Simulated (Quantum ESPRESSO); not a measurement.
**MnO2: spin-resolved density of states**

Wanted: the exchange-split electronic structure of MnO2.

Program: Quantum ESPRESSO 7.5. Level of theory: PBEsol; plane waves with GBRV 1.5 PBEsol potentials, no spin-orbit coupling. Results are calculated unless marked as measured.

## 1. Set-up

Symmetry: Fd-3m, No. 227, cubic system. The conventional cell has a = 8.040 Å, b = 8.040 Å, c = 8.040 Å, α = 90.00°, β = 90.00°, γ = 90.00°. Nearest to Mn lie 6 O at 1.90 Å. O has 3 Mn at 1.90 Å nearest. Farther neighbours and most contacts between anions are not listed.

The cell comes from Materials Project 2023-11-01, a database of computed structures, and need not be the stable phase.

## 2. Ground-state run

This state came out lowest in a comparison of starts that is told elsewhere.

pw.in

```
&CONTROL
  calculation = 'scf'
  prefix = 'pwscf'
  outdir = './tmp'
  pseudo_dir = './pseudo'
  disk_io = 'low'
/
&SYSTEM
  ibrav = 0
  celldm(1) = 8
  nat = 12
  ntyp = 3
  ecutwfc = 40
  ecutrho = 280
  nbnd = 78
  occupations = 'smearing'
  smearing = 'fd'
  degauss = 0.00367493
  nspin = 2
  starting_magnetization(1) = 0.3
  starting_magnetization(2) = -0.3
  starting_magnetization(3) = 0
/
&ELECTRONS
  conv_thr = 2.4d-08
  electron_maxstep = 150
  mixing_beta = 0.3
/
ATOMIC_SPECIES
Mn1    54.9380 mn_pbesol_v1.5.uspp.F.UPF
Mn2    54.9380 mn_pbesol_v1.5.uspp.F.UPF
O      15.9990 o_pbesol_v1.2.uspp.F.UPF
CELL_PARAMETERS alat
   0.0000000000000    0.9495856074707    0.9495856074707
   0.9495856074707    0.0000000000000    0.9495856074707
   0.9495856074707    0.9495856074707    0.0000000000000
ATOMIC_POSITIONS crystal
Mn1     0.6250000000    0.1250000000    0.6250000000
Mn1     0.1250000000    0.6250000000    0.6250000000
Mn1     0.6250000000    0.6250000000    0.1250000000
Mn2     0.6250000000    0.6250000000    0.6250000000
O       0.8328612900    0.3890462400    0.3890462400
O       0.3890462400    0.8328612900    0.3890462400
O       0.3890462400    0.3890462400    0.3890462400
O       0.3890462400    0.3890462400    0.8328612900
O       0.8609537600    0.4171387100    0.8609537600
O       0.4171387100    0.8609537600    0.8609537600
O       0.8609537600    0.8609537600    0.4171387100
O       0.8609537600    0.8609537600    0.8609537600
K_POINTS automatic
4 4 4 0 0 0
```

Launch:

```sh
$ OMP_NUM_THREADS=1 mpirun -n 4 pw.x -nk 4 -in pw.in > pw.out
```

Log:

```text
Program PWSCF v.7.5 starts

     Message from routine setup:
     using ibrav=0 with symmetry is DISCOURAGED, use correct ibrav instead

     K-points division:     npool     =       4
     Subspace diagonalization in iterative solution of the eigenvalue problem:

     bravais-lattice index     =            0
     lattice parameter (alat)  =       8.0000  a.u.
     unit-cell volume          =     876.8036 (a.u.)^3
     number of atoms/cell      =           12
     number of atomic types    =            3
     number of electrons       =       108.00
     number of Kohn-Sham states=           78
     kinetic-energy cutoff     =      40.0000  Ry
     charge density cutoff     =     280.0000  Ry
     scf convergence threshold =      2.4E-08
     mixing beta               =       0.3000
     number of iterations used =            8  plain     mixing
     Exchange-correlation= SLA  PW   PSX  PSC
                           (   1   4  10   8   0   0   0)

     celldm(1)=   8.000000  celldm(2)=   0.000000  celldm(3)=   0.000000
     celldm(4)=   0.000000  celldm(5)=   0.000000  celldm(6)=   0.000000

     crystal axes: (cart. coord. in units of alat)
               a(1) = (   0.000000   0.949586   0.949586 )
               a(2) = (   0.949586   0.000000   0.949586 )
               a(3) = (   0.949586   0.949586   0.000000 )

     reciprocal axes: (cart. coord. in units 2 pi/alat)
               b(1) = ( -0.526545  0.526545  0.526545 )
               b(2) = (  0.526545 -0.526545  0.526545 )
               b(3) = (  0.526545  0.526545 -0.526545 )

     PseudoPot. # 1 for Mn read from file:
     mn_pbesol_v1.5.uspp.F.UPF
     Pseudo is Ultrasoft + core correction, Zval = 15.0

     PseudoPot. # 2 for Mn read from file:
     mn_pbesol_v1.5.uspp.F.UPF
     Pseudo is Ultrasoft + core correction, Zval = 15.0

     PseudoPot. # 3 for O  read from file:
     o_pbesol_v1.2.uspp.F.UPF
     Pseudo is Ultrasoft + core correction, Zval =  6.0

     atomic species   valence    mass     pseudopotential
     Mn1              15.00    54.93800     Mn( 1.00)
     Mn2              15.00    54.93800     Mn( 1.00)
     O                 6.00    15.99900     O ( 1.00)

     Starting magnetic structure
     atomic species   magnetization
     Mn1             0.300
     Mn2            -0.300
     O               0.000

     12 Sym. Ops., with inversion, found ( 6 have fractional translation)

   Cartesian axes

     site n.     atom                  positions (alat units)
         1        Mn1    tau(   1) = (   0.7121892   1.1869820   0.7121892  )
         2        Mn1    tau(   2) = (   1.1869820   0.7121892   0.7121892  )
         3        Mn1    tau(   3) = (   0.7121892   0.7121892   1.1869820  )
         4        Mn2    tau(   4) = (   1.1869820   1.1869820   1.1869820  )
         5        O      tau(   5) = (   0.7388654   1.1603058   1.1603058  )
         6        O      tau(   6) = (   1.1603058   0.7388654   1.1603058  )
         7        O      tau(   7) = (   0.7388654   0.7388654   0.7388654  )
         8        O      tau(   8) = (   1.1603058   1.1603058   0.7388654  )
         9        O      tau(   9) = (   1.2136582   1.6350986   1.2136582  )
        10        O      tau(  10) = (   1.6350986   1.2136582   1.2136582  )
        11        O      tau(  11) = (   1.2136582   1.2136582   1.6350986  )
        12        O      tau(  12) = (   1.6350986   1.6350986   1.6350986  )

     number of k points=    13  Fermi-Dirac smearing, width (Ry)=  0.0037
                       cart. coord. in units 2pi/alat
        k(    1) = (   0.0000000   0.0000000   0.0000000), wk =   0.0156250
        k(    2) = (   0.1316364   0.1316364  -0.1316364), wk =   0.0937500
        k(    3) = (  -0.2632727  -0.2632727   0.2632727), wk =   0.0468750
        k(    4) = (   0.2632727   0.0000000   0.0000000), wk =   0.0937500
        k(    5) = (  -0.1316364  -0.3949091   0.3949091), wk =   0.1875000
        [... 8 further k-points ...]

     Dense  grid:    69473 G-vectors     FFT dimensions: (  60,  60,  60)

     Smooth grid:    29939 G-vectors     FFT dimensions: (  48,  48,  48)

     Check: negative core charge=   -0.000041
     Generating pointlists ...
     new r_m :   0.1855 (alat units)  1.4840 (a.u.) for type    1
     new r_m :   0.1855 (alat units)  1.4840 (a.u.) for type    2
     new r_m :   0.1855 (alat units)  1.4840 (a.u.) for type    3

     Initial potential from superposition of free atoms

     starting charge     105.9997, renormalised to     108.0000
     Starting wfcs are   84 randomized atomic wfcs

     Self-consistent Calculation

     iteration #  1     ecut=    40.00 Ry     beta= 0.30
     Davidson diagonalization with overlap
     ethr =  1.00E-02,  avg # of iterations =  6.2

     total energy              =   -1099.93317653 Ry
     estimated scf accuracy    <       9.25851323 Ry

     total magnetization       =     6.00 Bohr mag/cell
     absolute magnetization    =    12.15 Bohr mag/cell

     iteration #  2     ecut=    40.00 Ry     beta= 0.30
     Davidson diagonalization with overlap
     ethr =  8.57E-03,  avg # of iterations =  2.0

     total energy              =   -1100.70383697 Ry
     estimated scf accuracy    <       9.71488208 Ry

     total magnetization       =     5.26 Bohr mag/cell
     absolute magnetization    =    10.65 Bohr mag/cell

     [... further iterations left out ...]

     iteration # 14     ecut=    40.00 Ry     beta= 0.30
     Davidson diagonalization with overlap
     ethr =  1.49E-10,  avg # of iterations =  2.5

     total energy              =   -1102.42867880 Ry
     estimated scf accuracy    <       0.00000002 Ry

     total magnetization       =     6.00 Bohr mag/cell
     absolute magnetization    =    11.97 Bohr mag/cell

     iteration # 15     ecut=    40.00 Ry     beta= 0.30
     Davidson diagonalization with overlap
     ethr =  2.30E-11,  avg # of iterations =  2.0

     Magnetic moment per site  (integrated on atomic sphere of radius R)
     atom   1 (R=0.186)  charge= 11.7443  magn=  2.4509
     atom   2 (R=0.186)  charge= 11.7443  magn=  2.4509
     atom   3 (R=0.186)  charge= 11.7443  magn=  2.4509
     atom   4 (R=0.186)  charge= 11.7421  magn= -2.3266
     atom   5 (R=0.186)  charge=  5.2243  magn=  0.0205
     atom   6 (R=0.186)  charge=  5.2243  magn=  0.0205
     atom   7 (R=0.186)  charge=  5.2246  magn=  0.0213
     atom   8 (R=0.186)  charge=  5.2243  magn=  0.0205
     atom   9 (R=0.186)  charge=  5.2243  magn=  0.0205
     atom  10 (R=0.186)  charge=  5.2243  magn=  0.0205
     atom  11 (R=0.186)  charge=  5.2243  magn=  0.0205
     atom  12 (R=0.186)  charge=  5.2246  magn=  0.0213

     End of self-consistent calculation

     [... lines left out ...]
     the Fermi energy is     7.9875 ev

!    total energy              =   -1102.42867902 Ry
     estimated scf accuracy    <       0.00000001 Ry
     smearing contrib. (-TS)   =      -0.00000163 Ry
     internal energy E=F+TS    =   -1102.42867739 Ry

     The total energy is F=E-TS. E is the sum of the following terms:
     one-electron contribution =    -774.35748866 Ry
     hartree contribution      =     431.24099199 Ry
     xc contribution           =    -162.26945224 Ry
     ewald contribution        =    -597.04272848 Ry

     total magnetization       =     6.00 Bohr mag/cell
     absolute magnetization    =    11.97 Bohr mag/cell

     convergence has been achieved in  15 iterations

=------------------------------------------------------------------------------=
   JOB DONE.
=------------------------------------------------------------------------------=
```

Wall time 2.2 min (4 MPI ranks of Arm Neoverse N1, shared host); peak memory 0.88 GiB.

Spin moment in the atom's sphere by atom:

```csv
atom,spin moment in the atom's sphere (μB)
Mn1,2.45
Mn2,2.45
Mn3,2.45
Mn4,-2.33
O5,0.02
O6,0.02
O7,0.02
O8,0.02
O9,0.02
O10,0.02
O11,0.02
O12,0.02
```

Read from the output:

- smearing term TS: 2.22e-5 eV
- magnetization: 6 μB
- absolute magnetization: 11.97 μB
- final state: ferrimagnetic

(Continued in part 2 of 2.)

[Logs and program files are shortened in this print: banners, set-up blocks, solver, clock and traceback lines can be left out without a mark of their own.]

[Logs are printed without paths, hosts, clocks, repeated set-up lines and the standing remarks that a program may print on its own settings, such as how far it seeks lower states.]

[Hosts, paths, dates, database ids (printed as entryN), source tags and the programs' standing remarks are cut or masked in the printed files.]

[Where a cell is said to come from a database of computed structures, the database is the Materials Project.]
